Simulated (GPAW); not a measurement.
# MgS (F-43m): the gap under uniaxial strain, part 2 of 2

Aim: the gap of MgS (F-43m) under uniaxial strain, by LDA and G0W0.

GPAW 26.7.0; LDA and many-body steps on it, plane waves. Known limits of the many-body steps: extrapolated from modest cutoffs; coarse k mesh.

So far. Step 8 (G0W0, strain +1 %): The gap on the mesh goes from 3.12 eV to 4.94 eV, a correction of +1.83 eV.

### Step 10. G0W0, strain -2 %

This step: G0W0 on LDA, plane waves, PAW.

The cell differs from the one that the last finished run ended in (a 4.027 → 3.967 Å, b 4.027 → 3.967 Å, α 60.2 → 59.7°, β 60.2 → 59.7°, γ 59.7 → 60.7°).

run.py

```python
import json
import numpy as np
from gpaw.mpi import world
from gpaw.response.g0w0 import G0W0

gw = G0W0('full.gpw',
    filename='gw',
    kpts=[0],
    bands=(6, 10),
    ecut=np.float64(162.17),
    integrate_gamma='WS',
    ppa=True,
    ecut_extrapolation=True)
gw.calculate()
res = {mode: {k: v for k, v in r.items() if k != 'sigma_eskwn'}
       for mode, r in gw.all_results.items()}

if world.rank == 0:
    with open('result.json', 'w') as f:
        json.dump(res, f, default=lambda x: x.tolist())
```

Run with:

```
mpirun -n 4 gpaw python run.py
```

Numbers of over 12 decimals in the logs are rounded to 6 here.

Log:

```text
Using integrator: PointIntegrator
FrequencyGridDescriptor(from 0.000+0.000j to 0.000+27.211j eV, 2 points)
Nonperiodic BCs:  [False False False]
Using integrator: PointIntegrator
FrequencyGridDescriptor(from 0.000+0.000j to 0.000+27.211j eV, 2 points)
Nonperiodic BCs:  [False False False]
  ___  _ _ _
 |   || | | |
 | | || | | |
 |__ ||_____|
 |___|

BZ k-points: Symmetries present (total): 8

  [... matrices ...]
64 k-points: 4 x 4 x 4 Monkhorst-Pack grid + [1/8,1/8,1/8]
13 k-points in the irreducible part of the Brillouin zone
[...]
Results:
f:      Occupation numbers
eps:     KS-eigenvalues [eV]
vxc:     KS vxc [eV]
exx:     Exact exchange [eV]
sigma:   Self-energies [eV]
dsigma:  Self-energy derivatives
Z:       Renormalization factors
qp:      QP-energies [eV]

k-point 0 (0): (0.000, 0.000, 0.000)                GW
band       f     eps     vxc     exx   sigma  dsigma       Z      qp
                                                                   GW
   6   1.000   1.666 -15.110 -18.157   1.390  -0.279   0.782   0.370
   7   1.000   1.717 -15.103 -18.148   1.388  -0.280   0.781   0.422
   8   0.000   4.957 -10.977  -6.634  -3.678  -0.220   0.819   5.501
   9   0.000   9.469 -10.699  -5.369  -4.165  -0.233   0.811  10.414
```

Run time: 72 s. Hardware: 4 MPI ranks of Intel Xeon Platinum 8559C (Emerald Rapids), shared host; peak memory 1.2 GiB.

Numbers from this step:

| Quantity | Value |
| --- | --- |
| quasiparticle gap on the points computed | 5.079 eV |
| least direct quasiparticle gap on the computed points | 5.079 eV |
| starting gap on the mesh | 3.240 eV |
| k of the valence top | 0, 0, 0 |
| k of the conduction bottom | 0, 0, 0 |
| gaps at the cutoffs of the extrapolation | 4.987, 4.996, 5.005 eV |

The gap on the mesh goes from 3.24 eV to 5.08 eV, a correction of +1.84 eV.

Again on this cell's own states.

### Step 11. One-shot HSE06, strain -2 %

This step: one-shot HSE06 levels on LDA orbitals, plane waves, PAW.

run.py

```python
import json
import numpy as np
from gpaw.mpi import world
from gpaw.hybrids.eigenvalues import non_self_consistent_eigenvalues

dft, vxc, vxc_hyb = non_self_consistent_eigenvalues('full.gpw', 'HSE06', 6, 10, kpt_indices=[0])
res = {'dft': dft[0], 'hybrid': (dft - vxc + vxc_hyb)[0]}
if world.rank == 0:
    with open('hybrid.txt', 'w') as f:
        for k, e0, e1 in zip([0], res['dft'], res['hybrid']):
            print(k, ' '.join(f'{x:9.4f}' for x in e0), '|', ' '.join(f'{x:9.4f}' for x in e1), file=f)

if world.rank == 0:
    with open('result.json', 'w') as f:
        json.dump(res, f, default=lambda x: x.tolist())
```

Run with:

```
mpirun -n 4 gpaw python run.py
```

Log:

```text
IBZ(<points: 13, symmetries: 8>)
Occupied bands: 8
Transforming wave functions from IBZ to BZ: 0.020 seconds
Distributing wave functions and iFFT-ing to real space: 0.106 seconds
Calculating eigenvalues:
  k-points: 1
  Bands: 6-9 (inclusive)
  Seconds: 0.122 (wave-function broadcasting: 0.004 seconds)
HSE06-eigenvalue shifts:
  min: -0.623 eV
  ave: 0.083 eV
  max: 0.889 eV
```

Wall time 3.7 s (4 MPI ranks); peak memory 0.49 GiB; 14 s of CPU time.

Numbers from this step:

```
starting gap on the mesh                       : 3.240 eV
hybrid gap on the mesh                         : 4.553 eV
least direct hybrid gap on the computed points : 4.553 eV
```

### Step 12. G0W0, strain +2 %

This step: G0W0 on LDA, plane waves, PAW.

The cell differs from the one that the last finished run ended in (a 3.967 → 4.047 Å, b 3.967 → 4.047 Å, α 59.7 → 60.3°, β 59.7 → 60.3°, γ 60.7 → 59.3°).

run.py

```python
import json
import numpy as np
from gpaw.mpi import world
from gpaw.response.g0w0 import G0W0

gw = G0W0('full.gpw',
    filename='gw',
    kpts=[0],
    bands=(6, 10),
    ecut=np.float64(157.902),
    integrate_gamma='WS',
    ppa=True,
    ecut_extrapolation=True)
gw.calculate()
res = {mode: {k: v for k, v in r.items() if k != 'sigma_eskwn'}
       for mode, r in gw.all_results.items()}

if world.rank == 0:
    with open('result.json', 'w') as f:
        json.dump(res, f, default=lambda x: x.tolist())
```

Run with:

```
mpirun -n 4 gpaw python run.py
```

Log:

```text
Using integrator: PointIntegrator
FrequencyGridDescriptor(from 0.000+0.000j to 0.000+27.211j eV, 2 points)
Nonperiodic BCs:  [False False False]
Using integrator: PointIntegrator
FrequencyGridDescriptor(from 0.000+0.000j to 0.000+27.211j eV, 2 points)
Nonperiodic BCs:  [False False False]
  ___  _ _ _
 |   || | | |
 | | || | | |
 |__ ||_____|
 |___|

BZ k-points: Symmetries present (total): 8

  [... matrices ...]
64 k-points: 4 x 4 x 4 Monkhorst-Pack grid + [1/8,1/8,1/8]
13 k-points in the irreducible part of the Brillouin zone
[...]
Results:
f:      Occupation numbers
eps:     KS-eigenvalues [eV]
vxc:     KS vxc [eV]
exx:     Exact exchange [eV]
sigma:   Self-energies [eV]
dsigma:  Self-energy derivatives
Z:       Renormalization factors
qp:      QP-energies [eV]

k-point 0 (0): (0.000, 0.000, 0.000)                GW
band       f     eps     vxc     exx   sigma  dsigma       Z      qp
                                                                   GW
   6   1.000   1.424 -15.008 -18.040   1.380  -0.284   0.779   0.137
   7   1.000   1.424 -15.008 -18.040   1.380  -0.284   0.779   0.137
   8   0.000   4.483 -10.814  -6.551  -3.611  -0.222   0.818   5.018
   9   0.000   9.089 -10.514  -5.238  -4.133  -0.235   0.810  10.013
```

It took 70 s on 4 MPI ranks; peak memory 1.2 GiB.

This step gave:

```yaml
quasiparticle_gap_on_the_points_computed: 4.881 eV
least_direct_quasiparticle_gap_on_the_computed_points: 4.881 eV
starting_gap_on_the_mesh: 3.060 eV
k_of_the_valence_top: 0, 0, 0
k_of_the_conduction_bottom: 0, 0, 0
gaps_at_the_cutoffs_of_the_extrapolation: 4.782, 4.792, 4.802 eV
```

The gap on the mesh goes from 3.06 eV to 4.88 eV, a correction of +1.82 eV.

Again on this cell's own states.

### Step 13. One-shot HSE06, strain +2 %

This step: one-shot HSE06 levels on LDA orbitals, plane waves, PAW.

run.py

```python
import json
import numpy as np
from gpaw.mpi import world
from gpaw.hybrids.eigenvalues import non_self_consistent_eigenvalues

dft, vxc, vxc_hyb = non_self_consistent_eigenvalues('full.gpw', 'HSE06', 6, 10, kpt_indices=[0])
res = {'dft': dft[0], 'hybrid': (dft - vxc + vxc_hyb)[0]}
if world.rank == 0:
    with open('hybrid.txt', 'w') as f:
        for k, e0, e1 in zip([0], res['dft'], res['hybrid']):
            print(k, ' '.join(f'{x:9.4f}' for x in e0), '|', ' '.join(f'{x:9.4f}' for x in e1), file=f)

if world.rank == 0:
    with open('result.json', 'w') as f:
        json.dump(res, f, default=lambda x: x.tolist())
```

Run with:

```
mpirun -n 4 gpaw python run.py
```

Log:

```text
IBZ(<points: 13, symmetries: 8>)
Occupied bands: 8
Transforming wave functions from IBZ to BZ: 0.018 seconds
Distributing wave functions and iFFT-ing to real space: 0.096 seconds
Calculating eigenvalues:
  k-points: 1
  Bands: 6-9 (inclusive)
  Seconds: 0.092 (wave-function broadcasting: 0.003 seconds)
HSE06-eigenvalue shifts:
  min: -0.619 eV
  ave: 0.079 eV
  max: 0.878 eV
```

Run time: 3.4 s. Hardware: 4 MPI ranks; peak memory 0.6 GiB; 12 s of CPU time.

Numbers from this step:

| Property | Result |
| --- | --- |
| starting gap on the mesh | 3.060 eV |
| hybrid gap on the mesh | 4.355 eV |
| least direct hybrid gap on the computed points | 4.355 eV |

### Step 14. The series

One mesh (4×4×4), Godby-Needs plasmon pole, bands tied to the cutoff, extrapolated in the cutoff; uniaxial strain per length. Ions: fractional positions held. Fractional positions are the same in all cells.

```
strain (%)  LDA gap (eV)  HSE06 gap (eV)  G0W0 gap (eV)  least direct G0W0 gap (eV)  G0W0 edges
        -2         3.240           4.553          5.079                       5.079      Γ to Γ
        -1         3.208           4.516          5.044                       5.044      Γ to Γ
        +0         3.176           4.480          5.006                       5.006      Γ to Γ
        +1         3.118           4.418          4.943                       4.943      Γ to Γ
        +2         3.060           4.355          4.881                       4.881      Γ to Γ
```

### Step 15. Outcome

- slope under compression: −32 (LDA), −36 (HSE06) and −37 (G0W0) meV per %
- slope under tension: −58 (LDA), −62 (HSE06) and −62 (G0W0) meV per %
- GW settings, unstrained cell: 4×4×4 mesh, screening to 160 eV
- known limits: extrapolated from modest cutoffs; coarse k mesh

**Reading.** On the side of compression the slopes of gap against strain are −32 (LDA), −36 (HSE06) and −37 (G0W0) meV per %. On the side of tension the slopes of gap against strain are −58 (LDA), −62 (HSE06) and −62 (G0W0) meV per %. Gaps are read on the mesh, so a valley between its points is missed. These stock PAW sets were not made for GW. In the G0W0, extrapolated in the cutoff run levels were corrected at 1 k point alone, so a gap called «on the mesh» is the least over those, and an edge elsewhere would be missed. The 4×4×4 mesh is coarse for this cell, which bears on the long-range parts of exchange and screening.

[Paths, hosts, dates, memory and timing lines, banners, echoed tables and standing remarks are left out of the program output.]

[Logs are printed without paths, hosts, clocks, repeated set-up lines and the standing remarks that a program may print on its own settings, such as how far it seeks lower states.]

[Runs of the session that timed out or met a known fault of the program may be left out.]

[Hosts, paths, dates, database ids (printed as entryN), source tags and the programs' standing remarks are cut or masked in the printed files.]
